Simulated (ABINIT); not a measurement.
# A GW run on MgO (Periclase) in ABINIT, with inputs changed

What do changed inputs do to GW on MgO (Periclase)?

Program: ABINIT 10.8.3. Level of theory: PBE and many-body steps on it, plane waves. Results are calculated unless marked as measured.

This is a report of a sequence of runs, with most program output left out.

The database entry behind the starting cell differs from later determinations by our own check (about 0.1 % long), so it need not match the best structure at ambient conditions.

**1. Starting point**

Symmetry: Fm-3m, No. 225, cubic system. The conventional cell has a = 4.217 Å, b = 4.217 Å, c = 4.217 Å, α = 90.00°, β = 90.00°, γ = 90.00°. Mg has 6 O at 2.11 Å nearest. O has 6 Mg at 2.11 Å nearest. Farther neighbours and most contacts between anions are not listed.

The cell and positions come from the Crystallography Open Database and are kept as given unless a step says otherwise.

**2. Screening, 6×6×6 mesh, 166 bands, screening to 304.8 eV**

This step: ABINIT 10.8.3; RPA screening on PBE, plane waves, norm-conserving pseudopotentials.

The RPA dielectric matrix is built and inverted for each q.

run.abi

```
acell 3*1.0 Angstrom
rprim 
  -0.000000000000 2.108500000000 2.108500000000
  2.108500000000 0.000000000000 2.108500000000
  2.108500000000 2.108500000000 0.000000000000
ntypat 2
znucl 12 8
natom 2
typat 1 2
xred 
  0.000000000000 0.000000000000 0.000000000000
  0.500000000000 0.500000000000 0.500000000000
pp_dirpath "pseudos"
pseudos "Mg.upf, O.upf"
ecut 38
ngkpt 6 6 6
nshiftk 1
shiftk 0 0 0
kptopt 1
chksymbreak 0
istwfk *1
occopt 1
irdwfk 1
optdriver 3
nband 166
ecuteps 11.2
inclvkb 2
awtr 1
symchi 1
indata_prefix "in"
outdata_prefix "out"
tmpdata_prefix "tmp"
```

Run with:

```
> OMP_NUM_THREADS=1 mpirun -n 8 abinit run.abi > log
```

The job ended after 75 s (8 MPI ranks of Arm Neoverse V2, shared host; peak memory 1.6 GiB).

This step gave:

| Property | Result |
| --- | --- |
| ε∞ with local fields, on this mesh, along the program's q direction | 3.034 |
| the same without local fields | 3.259 |
| plasma frequency | 34.30 eV |
| plane waves in the screening matrix | 259 |

Local fields lower ε∞ by 7 %.

**3. Base**

The self-energy is evaluated for the states that the input lists, and the levels follow from it, in one-shot runs by the linearised quasiparticle equation.

This step: G0W0 on PBE, plane waves, norm-conserving pseudopotentials.

Edit run.abi of step 2 so:

```diff
@@ -23,8 +23,15 @@
 irdwfk 1
-optdriver 3
+optdriver 4
 nband 166
+gwcalctyp 0
+ecutsigx 38
+symsigma 1
+nkptgw 1
+kptgw 
+  0.0000000000 0.0000000000 0.0000000000
+bdgw 
+  6 12
 ecuteps 11.2
-inclvkb 2
-awtr 1
-symchi 1
+irdscr 1
+ppmodel 1
 indata_prefix "in"
```

Elapsed: 8 s, on 8 MPI ranks; peak memory 1.6 GiB.

This step gave:

```yaml
g0w0_gap_on_the_points_computed: 7.074 eV
starting_gap_on_the_mesh: 4.733 eV
k_of_the_valence_top: 0, 0, 0
k_of_the_conduction_bottom: 0, 0, 0
z_at_the_valence_top: 0.805
z_at_the_conduction_bottom: 0.854
least_direct_g0w0_gap_on_the_computed_points: 7.074 eV
```

The gap on the mesh goes from 4.73 eV to 7.07 eV, a correction of +2.34 eV.

**4. Coulomb singularity**

Edit run.abi of step 3 so:

```diff
@@ -36,2 +36,3 @@
 ppmodel 1
+gw_icutcoul 0
 indata_prefix "in"
```

The job ended after 8 s (8 MPI ranks; peak memory 1.6 GiB; 63 s of CPU time).

Numbers from this step:

```
G0W0 gap on the points computed              : 7.059 eV
starting gap on the mesh                     : 4.733 eV
k of the valence top                         : 0, 0, 0
k of the conduction bottom                   : 0, 0, 0
Z at the valence top                         : 0.815
Z at the conduction bottom                   : 0.856
least direct G0W0 gap on the computed points : 7.059 eV
```

Against G0W0 in ABINIT (6×6×6 mesh, 166 bands, screening to 304.8 eV, Godby-Needs plasmon pole), the gap moves by −0.015 eV.

**5. The runs together**

Times are wall times on 8 MPI ranks of Arm Neoverse V2, shared host, good to a factor of about two. A run's time includes the screening step that it read.

| run | mesh | bands | screening cutoff (eV) | DFT gap (eV) | gap on the mesh (eV) | direct (eV) | ε∞ used | time |
| --- | --- | --- | --- | --- | --- | --- | --- | --- |
| base | 6×6×6 | 166 | 304.8 | 4.733 | 7.074 | 7.074 | 3.03 | 83 s |
| Coulomb singularity | 6×6×6 | 166 | 304.8 | 4.733 | 7.059 | 7.059 | 3.03 | 82 s |

**6. Summary of results**

```yaml
base: 7.074 eV
coulomb_singularity: 7.059 eV
known_limits: not at the basis limit
```

Coulomb singularity: −0.015 eV against base (keys changed: gw_icutcoul). Bands and cutoff are finite, so the gap is not at the basis limit. The miss can reach some tenths of an eV and take either sign; the mesh is an error of its own. In the G0W0 runs levels were corrected at 1 k point alone, so a gap called «on the mesh» is the least over those, and an edge elsewhere would be missed.

[Paths, hosts, dates, memory and timing lines, banners, echoed tables and standing remarks are left out of the program output.]

[Logs are printed without paths, hosts, clocks, repeated set-up lines and the standing remarks that a program may print on its own settings, such as how far it seeks lower states.]

[Runs of the session that timed out or met a known fault of the program may be left out.]

[Hosts, paths, dates, database ids (printed as entryN), source tags and the programs' standing remarks are cut or masked in the printed files.]

[G0W0 gaps are taken among the corrected bands and points alone; a level outside them can change the order at an edge.]

[Where Ansatz stands beside ABINIT at settings called matched, ABINIT's density can come from a denser mesh and the files from another edition; pairs whose starting gaps differed by over 0.03 eV were left out, so agreement reads better than it is.]
